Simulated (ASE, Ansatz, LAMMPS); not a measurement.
## Localised basis functions on twisted graphene bilayer, 54.91° (508 atoms)

Aim: test how closely localised support functions follow the reference on twisted graphene bilayer, 54.91° (508 atoms), and at what cost.

Main program and level: Ansatz 0.2.0; Kohn-Sham DFT, PBE+D3(BJ), PAW (set soft_2), plane waves.

## (1) Starting point

The cell holds 508 atoms: 508 C. Cell: a = 27.723 Å, b = 27.723 Å, c = 17.430 Å, α = 90.0°, β = 90.0°, γ = 120.0°. It derives from C (graphene). Graphene (a = 2.46 Å) under graphene (a = 2.46 Å), bilayer, commensurate cell of 127 unit cells a layer, twist 54.91 deg; facing planes 3.43 Å apart as built; 14 Å of vacuum; minimised with a classical potential. Regions: layer 1, 254 atoms (254 C); layer 2, 254 atoms (254 C). Vacuum lies along c.

Limits known from the start: Beside vacuum, support functions can miss their usual error bounds without a warning. The Brillouin zone is sampled at Γ only, in a cell whose shortest periodic width is 24 Å.

## (2) How the cell was made

A minimisation with a classical potential prepares the built cell.

This step: classical potential: AIREBO (Stuart, Tutein and Harrison, J. Chem. Phys. 112, 6472 (2000)) (LAMMPS stable Jul 2025 - Update 4).

in.lammps

```
units metal
atom_style atomic
boundary p p p
atom_modify map array
read_data structure.data
pair_style airebo 3.0 1 1
pair_coeff * * CH.airebo C
thermo_style custom step temp pe press lx ly lz fmax
thermo 200
min_style cg
minimize 0 1e-4 3000 30000
write_data relaxed.data nocoeff
```

On the command line:

```sh
> lmp -in in.lammps -log log.lammps -screen none -nocite
```

Numbers of over 12 decimals in the logs are rounded to 6 here.

Output:

```text
LAMMPS (22 Jul 2025 - Update 4)
  508 atoms
   Step          Temp          PotEng         Press            Lx             Ly             Lz            Fmax     
         0   0             -3774.8425     -51806.271      27.7228        24.008649      17.43          0.0093464286 
        56   0             -3774.8614     -51625.133      27.7228        24.008649      17.43          7.2978179e-06
Loop time of 1.06544 on 1 procs for 56 steps with 508 atoms
Minimization stats:
  Stopping criterion = force tolerance
  Energy initial, next-to-last, final = 
     -3774.84254945636  -3774.86142353949  -3774.86142353959
  Force two-norm initial, final = 0.11564402 8.5935976e-05
  Force max component initial, final = 0.0093464286 7.2978179e-06
  Iterations, force evaluations = 56 112
```

It took 1.8 s on 1 thread of Intel Xeon at 2.80GHz (Skylake/Cascade Lake), shared host.

## (3) Plane-wave single point

This run is the reference for what follows, at a cutoff of 420 eV.

input.yaml

```yaml
crystal:
  lattice:
    - [27.7228, 0.0, 0.0]
    - [-13.8614, 24.00865, 0.0]
    - [0.0, 0.0, 17.43]
  atoms:
    - { symbol: C, position: [0.05777, 0.90291, 0.40216] }
    - { symbol: C, position: [0.0604, 0.85304, 0.40223] }
    - { symbol: C, position: [0.105, 0.00527, 0.40212] }
    - { symbol: C, position: [0.10763, 0.95541, 0.40216] }
    - { symbol: C, position: [0.06565, 0.7533, 0.40239] }
    - { symbol: C, position: [0.06827, 0.70343, 0.40248] }
    - { symbol: C, position: [0.11289, 0.85567, 0.40229] }
    - { symbol: C, position: [0.11552, 0.8058, 0.40238] }
    - { symbol: C, position: [0.16013, 0.95804, 0.40223] }
    - { symbol: C, position: [0.16276, 0.90817, 0.4023] }
    - { symbol: C, position: [0.07351, 0.60369, 0.40259] }
    - { symbol: C, position: [0.07612, 0.55381, 0.40262] }
    - { symbol: C, position: [0.12076, 0.70606, 0.40252] }
    - { symbol: C, position: [0.12338, 0.65618, 0.40259] }
    - { symbol: C, position: [0.16801, 0.80843, 0.40244] }
    - { symbol: C, position: [0.17063, 0.75856, 0.40253] }
    - { symbol: C, position: [0.21525, 0.91079, 0.40237] }
    - { symbol: C, position: [0.21787, 0.86092, 0.40245] }
    - { symbol: C, position: [0.26248, 0.01316, 0.40235] }
    - { symbol: C, position: [0.26511, 0.96329, 0.4024] }
    - { symbol: C, position: [0.08135, 0.45406, 0.40257] }
    - { symbol: C, position: [0.08396, 0.40419, 0.40253] }
    - { symbol: C, position: [0.12861, 0.55644, 0.40261] }
    - { symbol: C, position: [0.13122, 0.50656, 0.40262] }
    - { symbol: C, position: [0.17587, 0.65881, 0.4026] }
    - { symbol: C, position: [0.17848, 0.60893, 0.40266] }
    - { symbol: C, position: [0.22312, 0.76118, 0.40256] }
    - { symbol: C, position: [0.22574, 0.7113, 0.40263] }
    - { symbol: C, position: [0.27036, 0.86354, 0.4025] }
    - { symbol: C, position: [0.27299, 0.81367, 0.40258] }
    - { symbol: C, position: [0.3176, 0.96591, 0.40248] }
    - { symbol: C, position: [0.32023, 0.91604, 0.40253] }
    [... 470 atom lines left out ...]
    - { symbol: C, position: [0.04196, 0.83987, 0.59777] }
    - { symbol: C, position: [0.04459, 0.89237, 0.59784] }
    - { symbol: C, position: [0.98684, 0.73752, 0.59765] }
    - { symbol: C, position: [0.98947, 0.79001, 0.59774] }
    - { symbol: C, position: [0.99473, 0.895, 0.59788] }
    - { symbol: C, position: [0.99736, 0.9475, 0.59792] }
kpoints:
  mp_grid: { grid: [1, 1, 1] }
hamiltonian:
  xc: pbe
  dispersion: d3bj
scf:
  occupations: { method: gaussian, width: 0.05 }
output:
  forces: true
  populations: intrinsic
  dos:
    method: { smearing: { sigma: 0.1 } }
    de: 0.1
    projected: { site_lists: { C: [C] } }
  eigenvalues: true
```

On the command line:

```sh
> ansatz run input.yaml --threads 32 --pin off --max-ram 143360MiB --backend cuda --events-out ev --progress --plain --runs-dir out
```

Output:

```text
Warning: the atoms were moved onto the symmetric positions of the space group found under crystal.symmetry.tolerance 1.0e-5 (fractional; no operation is sought that the atoms, as they stand in a round, miss by more than twice it, and no atom is moved by as much as it), and the run uses the moved positions. [...]
Engine: ansatz 0.2.0, aarch64-unknown-linux-gnu
Pseudopotentials: kind: paw
Pseudopotential: C, paw, valence charge 4, recommended cutoff 420 eV (normal), C.paw.azcp
[...]
Crystal: 508 atoms, lattice volume = 11601.181 Å³
Basis set: ecut = 420 eV, 226793 PW (Γ), exchange–correlation on 384×384×240 points (8 copies of the dense FFT grid, shifted against one another)
Bands: 1524, of which v1, the nominal top of the filled ones, is band 1016 counted from 1 (1015 counted from 0)
Symmetry: 12 space group operations
Space group: P622 (ITA 177), of the structure as read, at distance tolerance 2.3e-4 Å
k-points: 1
[... 3 lines on functional and potentials left out ...]
Initial density: superposition of atomic densities (neutral atoms: chi_scale 0, normalization atom), corrected by the library's trained network
Initial wavefunctions: pseudopotential atomic-orbital guess
[...]
Functional: x = pbe(κ = 0.804, μ = 0.219515), c = pbe(β = 0.066725)
SCF iter   1: F=—  HF=-127535.884473 eV  |F-HF|=—  |Δ(HF+E_count)|=         —  Δρ=2.28e-3  dr2=7.29e-1  ethr=1.77e-3  ⟨swp⟩=8.0  Hψ=7855  notcnv=0  defer=388
preconditioner: auto → Resta (q_TF=auto, 2.041 Å⁻¹)  ε∞=2.0  [insulator: Δε(μ)=1.238 eV  Ē_g=15.232 eV  σ=0.050 eV  W_gap=1.00  n_scr=1684 (ndim 8)  ℏωp=15.5 eV  f_vac=0.597  D(μ)=0.00/eV (n_scr^D=0)  ε∞_Penn≈2.0  vacuum switching on, ρ_ref=1.7e-2 e/Å³]
SCF iter   2: F=—  HF=-127535.800754 eV  |F-HF|=—  |Δ(HF+E_count)|=   8.37e-2  Δρ=1.07e-3  dr2=1.33e-1  ethr=3.59e-5  ⟨swp⟩=2.0  Hψ=2371  notcnv=0  defer=448
SCF iter   3: F=—  HF=-127535.807053 eV  |F-HF|=—  |Δ(HF+E_count)|=   6.30e-3  Δρ=2.20e-4  dr2=7.64e-3  ethr=6.54e-6  ⟨swp⟩=2.0  Hψ=2044  notcnv=0  defer=448
SCF iter   4: F=—  HF=-127535.812682 eV  |F-HF|=—  |Δ(HF+E_count)|=   5.63e-3  Δρ=1.02e-4  dr2=1.24e-2  ethr=3.76e-7  ⟨swp⟩=2.0  Hψ=1796  notcnv=0  defer=448
SCF iter   5: F=—  HF=-127535.816705 eV  |F-HF|=—  |Δ(HF+E_count)|=   4.02e-3  Δρ=5.98e-5  dr2=2.90e-3  ethr=3.76e-7  ⟨swp⟩=2.0  Hψ=1531  notcnv=0  defer=448
SCF iter   6: F=—  HF=-127535.816689 eV  |F-HF|=—  |Δ(HF+E_count)|=   1.68e-5  Δρ=2.01e-5  dr2=2.14e-4  ethr=1.43e-7  ⟨swp⟩=2.0  Hψ=1206  notcnv=0  defer=448
SCF iter   7: F=—  HF=-127535.821305 eV  |F-HF|=—  |Δ(HF+E_count)|=   4.62e-3  Δρ=5.71e-6  dr2=1.30e-5  ethr=1.05e-8  ⟨swp⟩=2.0  Hψ=2298  notcnv=0  defer=496
SCF iter   8: F=—  HF=-127535.819145 eV  |F-HF|=—  |Δ(HF+E_count)|=   2.16e-3  Δρ=3.06e-6  dr2=3.18e-6  ethr=6.40e-10  ⟨swp⟩=2.0  Hψ=2044  notcnv=0  defer=496
SCF iter   9: F=-127535.819153 eV  HF=-127535.819153 eV  |F-HF|=6.14e-7  |Δ(HF+E_count)|=   7.83e-6  Δρ=9.98e-7  dr2=7.84e-8  ethr=4.92e-12  ⟨swp⟩=36.0  Hψ=17389  notcnv=0
SCF 1 converged in 9 iterations: F = -127535.819153 eV  dr2 = 7.84e-8
  greatest PAW one-centre occupation: 0.674 electrons in one spin orbital (limit 2), on the C atom at site 432 (counted from 0), in its partial waves of l = 0
SCF converged after 9 iterations
Free energy (F): -127535.819153 eV
Harris-Foulkes:  -127535.819153 eV  (|F-HF|=6.14e-7)
Internal energy: -127535.819153 eV  (E = F + TS)
E sigma→0 (E₀):  -127535.819153 eV
Fermi energy:    0.120441 eV
--- Per-component energies (eV) ---
  E_band       = -18429.553926
  E_kinetic    = 46270.299229
  E_local      = -769255.865849  (includes V_loc(G=0)·N_el)
  E_nonlocal   = 13892.069808
  E_hartree    = 362174.659220
  E_xc         = -24406.111231
  E_vxc        = -30217.595776  (∫ρ·V_xc dr)
  E_paw        = -50476.253171  (= ΣΔE_a)
  E_vpaw       = -3467.802215  (= ΣTr[D̂ρ^β])
  E_aug_tail   = 0.003931  (compensation charges beyond the density's cutoff)
  E_ewald      = 294325.778347
  E_disp       = -60.399437  (pairwise vdW)
  E_smearing   = -0.000000  (= −TS)
  E_closure    = -0.000000  (closes the sum)
  Σ components = -127535.819153   (vs F -127535.819153, Δ=0.00e0)
--- Forces (eV/Å), atoms counted from 1 ---
[... 508 lines of forces left out ...]
  max |Σ_I F_I| component: 3.19e-16 eV/Å
--- Band table (eV) ---
[... left out ...]
--- intrinsic populations: 508 sites ---
  site symbol       q [e]
[... 508 lines, one an atom, left out ...]
  spilling = 0.000000 (of n_electrons = 2032.000000)
```

Elapsed: 10 s, on 1 × NVIDIA GB200 with 32 threads of Arm Neoverse V2, shared host; peak memory 5 GiB.

That memory is the host's. Forces of this run were stored rounded, and per-atom blocks of the log weren't kept.

The program notes that positions were snapped to a detected symmetry.

Numbers from this run:

```yaml
free_energy: -127535.8192 eV
free_energy_per_atom: -251.0548 eV/atom
scf_cycles: 9
r_m_s_force_component: 0.01263 eV/Å
longest_force: 0.03617 eV/Å
fermi_energy: 0.1204 eV
```

Intrinsic-atomic-orbital charges by element:

| element | coordination | atoms | mean charge (e) | spread | least | most |
| --- | --- | --- | --- | --- | --- | --- |
| C | all | 508 | 0 | 8.0e-4 | -0.0016 | 0.0017 |

By region:

| region | atoms | mean length of the force (eV/Å) |
| --- | --- | --- |
| layer 1 | 254 | 0.02 |
| layer 2 | 254 | 0.02 |

Density of states as counts of states in windows of 1 eV (from the Fermi level), total and some projections:

| from (eV) | to (eV) | total | C p | C s |
| --- | --- | --- | --- | --- |
| -18 | -17 | 90.4 | 31.6 | 57.2 |
| -17 | -16 | 68.2 | 28.1 | 39.0 |
| -16 | -15 | 72.2 | 32.3 | 38.9 |
| -15 | -14 | 120.7 | 54.4 | 64.9 |
| -14 | -13 | 27.8 | 13.8 | 13.7 |
| -13 | -12 | 126.1 | 84.4 | 40.2 |
| -12 | -11 | 34.4 | 23.1 | 10.9 |
| -11 | -10 | 127.5 | 93.6 | 32.6 |
| -10 | -9 | 92.4 | 76.0 | 15.7 |
| -9 | -8 | 87.6 | 72.2 | 14.7 |
| -8 | -7 | 167.5 | 152.7 | 12.5 |
| -7 | -6 | 257.7 | 245.5 | 10.0 |
| -6 | -5 | 182.4 | 176.0 | 5.3 |
| -5 | -4 | 131.9 | 130.0 | 1.3 |
| -4 | -3 | 129.8 | 128.5 | 0.9 |
| -3 | -2 | 126.1 | 125.8 | 0.0 |
| -2 | -1 | 47.2 | 47.1 | 0.0 |
| -1 | 0 | 13.0 | 13.0 | 0.0 |
| 0 | 1 | 22.2 | 21.9 | 0.0 |
| 1 | 2 | 83.3 | 80.5 | 0.0 |
| 2 | 3 | 63.7 | 61.5 | 0.0 |
| 3 | 4 | 112.8 | 91.1 | 0.1 |
| 4 | 5 | 91.3 | 25.3 | 0.0 |

Between -20 and -18 eV lie 129 more states.

Not all projections were asked for or kept, so they needn't add up to the total.

The levels nearest the highest filled one (over half full), pooled over k-points and spins:

| level less the highest filled one (eV) | occupation |
| --- | --- |
| -0.0125 | 2 |
| -0.0125 | 2 |
| -0.0123 | 2 |
| -0.0123 | 2 |
| -1.0e-4 | 2 |
| 0 | 2 |
| 1.24 | 0 |
| 1.24 | 0 |
| 1.26 | 0 |
| 1.26 | 0 |
| 1.26 | 0 |
| 1.26 | 0 |

Intrinsic-atomic-orbital charges run from -0.00 to +0.00 e.

## (4) Distances and neighbours

Bonds and neighbours are counted at the geometry of the runs.

Normalised to the volume that the atoms fill. Pair distribution function in bins of 0.1 Å:

| r (Å) | total |
| --- | --- |
| 1.35 | 0.00 |
| 1.45 | 8.34 |
| 1.55 | 0.00 |
| 1.65 | 0.00 |
| 1.75 | 0.00 |
| 1.85 | 0.00 |
| 1.95 | 0.00 |
| 2.05 | 0.00 |
| 2.15 | 0.00 |
| 2.25 | 0.00 |
| 2.35 | 0.00 |
| 2.45 | 5.53 |
| 2.55 | 0.00 |
| 2.65 | 0.00 |
| 2.75 | 0.00 |
| 2.85 | 2.12 |
| 2.95 | 0.00 |
| 3.05 | 0.00 |
| 3.15 | 0.00 |
| 3.25 | 0.00 |
| 3.35 | 0.00 |
| 3.45 | 0.40 |
| 3.55 | 0.36 |
| 3.65 | 0.38 |
| 3.75 | 2.73 |
| 3.85 | 0.39 |
| 3.95 | 0.35 |
| 4.05 | 0.30 |
| 4.15 | 0.33 |
| 4.25 | 2.15 |
| 4.35 | 0.31 |
| 4.45 | 0.33 |
| 4.55 | 0.32 |
| 4.65 | 0.27 |
| 4.75 | 0.28 |
| 4.85 | 0.30 |
| 4.95 | 1.67 |
| 5.05 | 0.25 |
| 5.15 | 1.54 |
| 5.25 | 0.28 |
| 5.35 | 0.25 |
| 5.45 | 0.24 |
| 5.55 | 0.24 |
| 5.65 | 0.76 |

Bonds by pair of elements; cutoffs follow the first minimum of g(r), held within bounds set by covalent radii, and pairs that aren't listed don't count as bonded:

| pair A-B | cutoff (Å) | bonds | mean length (Å) | spread (Å) | shortest (Å) | B about A | A about B |
| --- | --- | --- | --- | --- | --- | --- | --- |
| C-C | 1.82 | 762 | 1.42 | 0 | 1.42 | 3 | 3 |

How many atoms have how many bonded neighbours:

| element | mean | 3 |
| --- | --- | --- |
| C | 3 | 508 |

Bond angles, per cent of each kind in bins of 5°:

| angle (°) | C-C-C |
| --- | --- |
| 115–120 | 51.3 |
| 120–125 | 48.7 |

Bond angles (no mean is given where the spread exceeds 20°):

| angle | count | mean (°) | spread (°) |
| --- | --- | --- | --- |
| C-C-C | 1524 | 120 | 0 |

The first maximum of g(r) stands at about 1.43 Å. Counting bonds as in the table, all C atoms have 3 bonded neighbours.

Local excerpt of 13 atoms (numbers count through the whole input) about C463, picked at random; x, y, z are measured from there.

| atom | x | y | z | distance (Å) | bonds |
| --- | --- | --- | --- | --- | --- |
| C463 | 0.00 | 0.00 | 0.00 | 0.00 | 3 |
| C466 | -0.76 | -1.20 | 0.00 | 1.42 | 3 |
| C464 | -0.65 | 1.26 | 0.00 | 1.42 | 3 |
| C444 | 1.42 | -0.06 | 0.00 | 1.42 | 3 |
| C465 | -0.11 | -2.46 | 0.00 | 2.46 | 3 |
| C461 | 0.11 | 2.46 | 0.00 | 2.46 | 3 |
| C479 | -2.07 | 1.32 | 0.00 | 2.46 | 3 |
| C441 | 2.18 | 1.13 | 0.00 | 2.46 | 3 |
| C257 | -2.18 | -1.13 | 0.00 | 2.46 | 3 |
| C443 | 2.07 | -1.32 | 0.00 | 2.46 | 3 |
| C442 | 1.53 | 2.39 | 0.00 | 2.84 | 3 |
| C446 | 1.31 | -2.52 | 0.00 | 2.84 | 3 |
| C258 | -2.84 | 0.13 | 0.00 | 2.84 | 3 |

The column of bonds counts only the pairs C-C within 1.82 Å; other neighbours, such as metal atoms beside each other in a compound, aren't counted, and periodic images can show an atom twice.

## (5) Support functions medium

The cell is solved in localised support functions. The level medium gives here a grid of 144×144×90 points and a radius of 3.48 Å.

This step: Kohn-Sham DFT, PBE+D3(BJ), PAW (set soft_2), localised support functions (medium) (Ansatz 0.2.0).

input.yaml, the sections that differ from step 3:

```yaml
scf:
  occupations: { method: gaussian, width: 0.05 }
  eigensolver: { kind: { support_functions: { accuracy: medium } } }
  mixing: { beta: 0.2 }
  max_iter: 150
output:
  forces: true
  eigenvalues: true
# crystal, kpoints, hamiltonian: as in step 3
```

Output:

```text
Warning: scf.eigensolver.kind.support_functions: disabling space-group detection — the functions' gradient is summed over unrotated k-points, so no spatial operation reduces the k-mesh or symmetrises the density; time reversal is kept, so that k and −k are solved as one point where they differ and the mesh holds both, and exact exchange and, on two spinor components, a DFT+U term hold to it where the run has them: [...]
settings of this run that can trade accuracy for cost: scf.eigensolver.kind.support_functions [...]
[...]
device memory: the entry about to start is reckoned to put 15.1 GiB on a device that reports 182.5 GiB free
GPU FFT provider: cuFFT
GPU libraries: cuBLAS 13.8.1, cuFFT 12.4.0, cuSOLVER 12.3.2
GPU matrix products: emulated (plane waves: as basis.precision tells), large ones in fixed point in workspaces of 1.00 GiB
Crystal: 508 atoms, lattice volume = 11601.181 Å³
Basis set: ecut = 420 eV, 226793 PW (Γ), exchange–correlation on 384×384×240 points (8 copies of the dense FFT grid, shifted against one another)
Bands: 1220, of which v1, the nominal top of the filled ones, is band 1016 counted from 1 (1015 counted from 0)
Symmetry: 1 space group operations
k-points: 1
[...]
GPU buffer pool allocated for 4423680 grid points (all kernels)
Eigensolver: Support functions (medium, 144×144×90 points, laid for a spacing of at most 0.228497 Å, radius 3.483904 Å, 395 sites without an atom, 1 species' potentials softened for the grid, 1 wholly corrected for its errors in the mean over positions, 1 with the egg-box correction, energy correction by stochastic trace)
[...]
SCF iter   1: F=—  HF=-127654.864174 eV  |F-HF|=—  |Δ(HF+E_count)|=         —  Δρ=6.67e-2  dr2=5.03e2  ethr=1.00e-1
[...]
SCF iter  12: F=—  HF=-127537.647396 eV  |F-HF|=—  |Δ(HF+E_count)|=   2.14e-3  Δρ=2.74e-5  dr2=7.59e-5  ethr=1.66e-8  κ⁻¹=3.4e-7(r=7)
SCF iter  13: F=-127537.649118 eV  HF=-127537.649119 eV  |F-HF|=9.13e-7  |Δ(HF+E_count)|=   1.72e-3  Δρ=5.67e-6  dr2=4.29e-6  ethr=3.73e-9
SCF 1 converged in 13 iterations: F = -127537.669650 eV  dr2 = 4.29e-6
[...]
SCF converged after 13 iterations
Stability not checked: this state was not tested for a lower state beside it, because the mixer in use, unlike msr1, does not test its closes by its own steps (another_mixer; see scf.mixing.algorithm and scf.lower_state_search)
Free energy (F): -127537.669650 eV
[...]
Internal energy: -127537.669650 eV  (E = F + TS)
E sigma→0 (E₀):  -127537.669650 eV
Fermi energy:    0.120251 eV
[...]
Σ components = -127537.669650   (vs F -127537.669650, Δ=0.00e0)
--- Forces (eV/Å), atoms counted from 1 ---
[... 508 lines of forces left out ...]
  max |Σ_I F_I| component: 6.07e-3 eV/Å
--- Band table (eV) ---
[... left out ...]
```

It took 8.6 s on 1 × NVIDIA GB200 with 32 threads; peak memory 2.9 GiB; 26 s of CPU time.

That memory is the host's; the program planned up to 15.1 GiB on the GPU.

The program notes that the band table was not solved further than the SCF left it and it switched symmetry off. Further notices: band edge not converged.

Keys that differ from the reference: support_functions.accuracy = "medium", scf.max_iter = 150 and scf.mixing.beta = 0.2.

Forces differ from the reference by 3.6 meV/Å r.m.s.; the energy by -3.6 meV/atom.

## (6) The ladder side by side

Differences are against the plane-wave reference (Kohn-Sham DFT, PBE+D3(BJ), PAW (set soft_2), plane waves), whose r.m.s. force component is 0.0126 eV/Å. Energies are set beside the reference only for runs with its functional, potentials and electron count. Times are for 1 × NVIDIA GB200 with 32 threads of Arm Neoverse V2, shared host. The reference's time includes the DOS, which some other runs skip.

| run | Δ force, r.m.s. (meV/Å) | Δ energy (meV/atom) | cycles | time | host memory (GiB) |
| --- | --- | --- | --- | --- | --- |
| reference | - | - | 9 | 10 s | 5.0 |
| support functions medium | 3.56 | -3.64 | 13 | 8.6 s | 2.9 |

## (7) What came out

| Item | Value |
| --- | --- |
| free energy per atom | -251.0548 eV/atom |
| r.m.s. force component | 0.01263 eV/Å |
| wall time of the 2 DFT runs | 19 s |

What this shows: The setting support functions medium changes forces by 3.6 meV/Å r.m.s. Differences between support functions and plane waves include what basis error the plane-wave run still has.

No gap is quoted: the bands of a honeycomb sheet meet or nearly meet at one point of the zone, so the spacing of levels depends on whether the mesh holds it and on how the neighbours disturb the sheet. Counting bonds as in the table, all C atoms have 3 bonded neighbours.

[Logs are printed without paths, hosts, clocks, repeated set-up lines and the standing remarks that a program may print on its own settings, such as how far it seeks lower states.]

[Hosts, paths, dates, database ids (printed as entryN), source tags and the programs' standing remarks are cut or masked in the printed files.]
